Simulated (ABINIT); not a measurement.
# Quasiparticle gap of AlN (P6_3mc) in ABINIT, part 3 of 3

Aim: the G0W0 gap of AlN (P6_3mc) on PBE, step by step.

ABINIT 10.8.3; PBE and many-body steps on it, plane waves. Known limits of the many-body steps: not at the basis limit.

So far. Step 4 (Empty states on the mesh, 6×6×4 mesh, 169 bands): On this mesh the gap is 4.220 eV. Step 5 (Screening, 6×6×4 mesh, 161 bands, screening to 195.9 eV): Local fields lower ε∞ by 9 %.

The database entry behind the starting cell differs from later determinations by our own check (inner coordinate u about 0.002 short), so it need not match the best structure at ambient conditions.

## (6) Self-energy, 6×6×4 mesh, 161 bands, screening to 195.9 eV

The self-energy is evaluated for the states that the input lists, and the levels follow from it, in one-shot runs by the linearised quasiparticle equation.

This step: G0W0 on PBE, plane waves, norm-conserving pseudopotentials.

Input file run.abi:

```
acell 3*1.0 Angstrom
rprim 
  3.113000000011 -0.000000000003 0.000000000000
  -1.556500000003 2.695937081992 0.000000000000
  0.000000000000 0.000000000000 4.981000000000
ntypat 2
znucl 13 7
natom 4
typat 1 1 2 2
xred 
  0.333333333333 0.666666666667 0.000000000000
  0.666666666667 0.333333333333 0.500000000000
  0.333333333333 0.666666666667 0.380000000000
  0.666666666667 0.333333333333 0.880000000000
pp_dirpath "pseudos"
pseudos "Al.upf, N.upf"
ecut 36
ngkpt 6 6 4
nshiftk 1
shiftk 0 0 0
kptopt 1
chksymbreak 0
istwfk *1
occopt 1
irdwfk 1
optdriver 4
nband 161
gwcalctyp 0
ecutsigx 36
symsigma 1
nkptgw 1
kptgw 
  0.0000000000 0.0000000000 0.0000000000
bdgw 
  6 10
ecuteps 7.2
irdscr 1
ppmodel 1
indata_prefix "in"
outdata_prefix "out"
tmpdata_prefix "tmp"
```

Launch:

```bash
$ OMP_NUM_THREADS=1 mpirun -n 8 abinit run.abi > log
```

Numbers of over 12 decimals in the logs are rounded to 6 here.

The log of the run:

```text
.Version 10.8.3 of ABINIT. v10.8.2 released Aug 2026.

 Symmetries : space group P6_3 m c (#186); Bravais hP (primitive hexag.)
[... echo of the input left out ...]
== DATASET  1 ==================================================================
-   mpi_nproc: 8, omp_nthreads: 1 (-1 if OMP is not activated)

--- !DatasetInfo
iteration_state: {dtset: 1, }
dimensions: {natom: 4, nkpt: 21, mband: 161, nsppol: 1, nspinor: 1, nspden: 1, mpw: 2934, }
cutoff_energies: {ecut:  36.0, pawecutdg:  -1.0, }
electrons: {nelect:   1.60000000E+01, charge:   0.00000000E+00, occopt:   1.00000000E+00, tsmear:   1.00000000E-02, }

 SIGMA: Calculation of the GW corrections

 Based on a program developped by R.W. Godby, V. Olevano, G. Onida, and L. Reining.
 Incorporated in ABINIT by V. Olevano, G.-M. Rignanese, and M. Torrent.
.Using double precision arithmetic ; gwpc =  8

[... cell and pseudopotentials left out ...]
--------------------------------------------------------------------------------

 ==== K-mesh for the wavefunctions ====
 Number of points in the irreducible wedge :    21
[... list of points left out ...]
 Together with 12 symmetry operations and time-reversal symmetry
 yields   144 points in the full Brillouin Zone.

 ==== Q-mesh for screening function ====
 Number of points in the irreducible wedge :    21
[... list of points left out ...]
 Together with 12 symmetry operations and time-reversal symmetry
 yields   144 points in the full Brillouin Zone.

 vcoul_init : cutoff-mode = AUXILIARY_FUNCTION
 q-points for optical limit:   1
     1)      0.000010    0.000020    0.000030
 setmesh: FFT mesh size selected  =    27x   27x   54
          total number of points  =        39366

 Number of electrons calculated from density =   16.0000; Expected =   16.0000
 average of density, n =  0.056718
 r_s =    1.6146
 omega_plasma =   22.9728 [eV]

 === KS Band Gaps ===
  >>>> For spin  1
   Minimum direct gap =   4.2205 [eV], located at k-point      :   0.0000  0.0000  0.0000
   Fundamental gap    =   4.2205 [eV], Top of valence bands at :   0.0000  0.0000  0.0000
                                       Bottom of conduction at :   0.0000  0.0000  0.0000
 SIGMA fundamental parameters:
 PLASMON POLE MODEL  1
 number of plane-waves for SigmaX                 2863
 number of plane-waves for SigmaC and W            263
 number of plane-waves for wavefunctions          2863
 number of bands                                   161
 number of independent spin polarizations            1
 number of spinorial components                      1
 number of k-points in IBZ                          21
 number of q-points in IBZ                          21
 number of symmetry operations                      12
 number of k-points in BZ                          144
 number of q-points in BZ                          144
 number of frequencies for dSigma/dE                 9
 frequency step for dSigma/dE [eV]                0.25
 number of omega for Sigma on real axis              0
 max omega for Sigma on real axis  [eV]           0.00
 zcut for avoiding poles [eV]                     0.10

 EPSILON^-1 parameters (SCR file):
 dimension of the eps^-1 matrix on file            263
 dimension of the eps^-1 matrix used               263
 number of plane-waves for wavefunctions          2863
 number of bands                                   161
 number of q-points in IBZ                          21
 number of frequencies                               2
 number of real frequencies                          1
 number of imag frequencies                          1

 matrix elements of self-energy operator (all in [eV])

 Perturbative Calculation

--- !SelfEnergy_ee
iteration_state: {dtset: 1, }
kpoint     : [   0.000,    0.000,    0.000, ]
spin       : 1
KS_gap     :    4.220
QP_gap     :    5.604
Delta_QP_KS:    1.384
data: !SigmaeeData |
     Band     E0 <VxcDFT>   SigX SigC(E0)      Z dSigC/dE  Sig(E)    E-E0       E
        6   5.135 -16.968 -20.992   3.008   0.787  -0.270 -17.768  -0.800   4.335
        7   5.135 -16.968 -20.992   3.008   0.787  -0.270 -17.768  -0.800   4.335
        8   5.314 -17.078 -21.024   2.965   0.787  -0.270 -17.850  -0.772   4.542
        9   9.535 -12.527  -8.048  -3.731   0.818  -0.223 -11.916   0.611  10.146
       10  11.990 -10.836  -5.799  -4.261   0.827  -0.209 -10.195   0.641  12.632

== END DATASET(S) ==============================================================
================================================================================

 -outvars: echo values of variables after computation  --------
           etotal      0.0000000000E+00
            nband         161
             nkpt          21
          spgroup         186
 [... the other variables as echoed above ...]

 Calculation completed.
```

Wall time 6.8 s (8 MPI ranks of Intel Xeon 6975P-C (Granite Rapids), shared host); peak memory 2.2 GiB.

Numbers from this step:

```yaml
g0w0_gap_on_the_points_computed: 5.604 eV
starting_gap_on_the_mesh: 4.220 eV
k_of_the_valence_top: 0, 0, 0
k_of_the_conduction_bottom: 0, 0, 0
z_at_the_valence_top: 0.787
z_at_the_conduction_bottom: 0.818
least_direct_g0w0_gap_on_the_computed_points: 5.604 eV
```

The gap on the mesh goes from 4.22 eV to 5.60 eV, a correction of +1.38 eV.

Limits: finite bands, cutoff and mesh. v1 is the top filled band, c1 the lowest empty one. Levels before and after the correction, in eV, zero at the valence-band top of each column:

```csv
,conduction bottom,valence top
Kohn-Sham,4.22,0.00
G0W0,5.60,0.00
```

```csv
,level,energy (eV)
Kohn-Sham,Γ v3-v2,-0.180
Kohn-Sham,Γ v1,0.000
Kohn-Sham,Γ c1,4.221
Kohn-Sham,Γ c2,6.676
G0W0,Γ v3-v2,-0.207
G0W0,Γ v1,0.000
G0W0,Γ c1,5.604
G0W0,Γ c2,8.090
```

## (7) Where the time went

Times are wall times on 8 MPI ranks of Intel Xeon 6975P-C (Granite Rapids), shared host, good to a factor of about two.

```csv
step,time,share,memory (GiB)
ground state,3.9 s,4 %,0.61
bands along the symmetry lines,5.4 s,5 %,0.58
empty states on the mesh,32 s,29 %,4.2
screening,64 s,57 %,2.1
self-energy,6.8 s,6 %,2.2
```

## (8) Summary of results

```yaml
pbe_gap: 4.22 eV, direct
g0w0_gap_on_the_mesh: 5.60 eV
gw_settings: 6×6×4 mesh, 161 bands, screening to 195.9 eV, Godby-Needs plasmon pole
known_limits: not at the basis limit
```

In words: G0W0 moves the gap on the mesh from 4.22 eV to 5.60 eV (+1.38 eV), with Z of 0.79 and 0.82 at the edges. Local fields lower the RPA ε∞ on this mesh from 4.64 to 4.21. Only 1 of the mesh's irreducible points was corrected, so a valley elsewhere could overtake. The dearest step here is «screening». Bands and cutoff are finite, so the gap is not at the basis limit. The miss can reach some tenths of an eV and take either sign; the mesh is an error of its own. In the G0W0 run levels were corrected at 1 k point alone, so a gap called «on the mesh» is the least over those, and an edge elsewhere would be missed.

[Paths, hosts, dates, memory and timing lines, banners, echoed tables and standing remarks are left out of the program output.]

[Logs are printed without paths, hosts, clocks, repeated set-up lines and the standing remarks that a program may print on its own settings, such as how far it seeks lower states.]

[Runs of the session that timed out or met a known fault of the program may be left out.]

[Hosts, paths, dates, database ids (printed as entryN), source tags and the programs' standing remarks are cut or masked in the printed files.]

[G0W0 gaps are taken among the corrected bands and points alone; a level outside them can change the order at an edge.]

[Where Ansatz stands beside ABINIT at settings called matched, ABINIT's density can come from a denser mesh and the files from another edition; pairs whose starting gaps differed by over 0.03 eV were left out, so agreement reads better than it is.]
